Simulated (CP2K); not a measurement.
Consider 3-nitrosopyrrole at its PBE geometry (Å).

```xyz
11

O     2.8375   -0.8915    0.4371
N     2.2814    0.1169   -0.0351
C     0.8759    0.0725   -0.0246
C     0.0483    1.1173   -0.5513
C    -1.2558    0.7253   -0.3701
N    -1.2377   -0.5215    0.2511
C     0.0357   -0.9366    0.4684
H     0.3990    2.0367   -1.0061
H    -2.1941    1.2050   -0.6216
H    -2.0678   -1.0446    0.5097
H     0.2775   -1.8794    0.9424
```

Method: CP2K XAS_TDP, all-electron GAPW, PBEh(45%), aug-cc-pVDZ, TDA, no relativity.

Predict the bright core excitations at the N K edge.

Leading lines: N2 394.52 eV and N6 397.57 eV. The leading line of an atom is its first one with 35 % of the strongest within 2.5 eV of its lowest line over the strength cut. 

The first six lines of each atom with a strength over 0.0015:

```
                    atom  energy (eV)  states  strength, one atom
  N2 (bonded to C and O)       394.52       1              0.0671
                               401.92       1              0.0018
                               402.00       1              0.0036
                               402.26       1              0.0042
                               402.60       1              0.0019
                               402.84       1              0.0023
N6 (bonded to 2 C and H)       397.57       1              0.0300
                               399.52       1              0.0161
                               400.09       1              0.0071
                               401.78       1              0.0016
                               402.22       2              0.0042
                               403.06       1              0.0047
```

Lines are vertical, at one geometry, with no vibrational structure. Without a correction of the core level, line positions, and the gaps between valence and Rydberg lines, follow the share of exact exchange. At this level such K lines come out 3 to 6 eV under measured ones. These values hold no scalar relativity, about 0.2 eV for N 1s. Rydberg lines, and the discretised continuum above threshold, depend on the basis and the box.

[Banner, clock and machine lines of the logs are left out without a mark of their own.]

[Logs are printed without paths, hosts, clocks, repeated set-up lines and the standing remarks that a program may print on its own settings, such as how far it seeks lower states.]

[Hosts, paths, dates, database ids (printed as entryN), source tags and the programs' standing remarks are cut or masked in the printed files.]
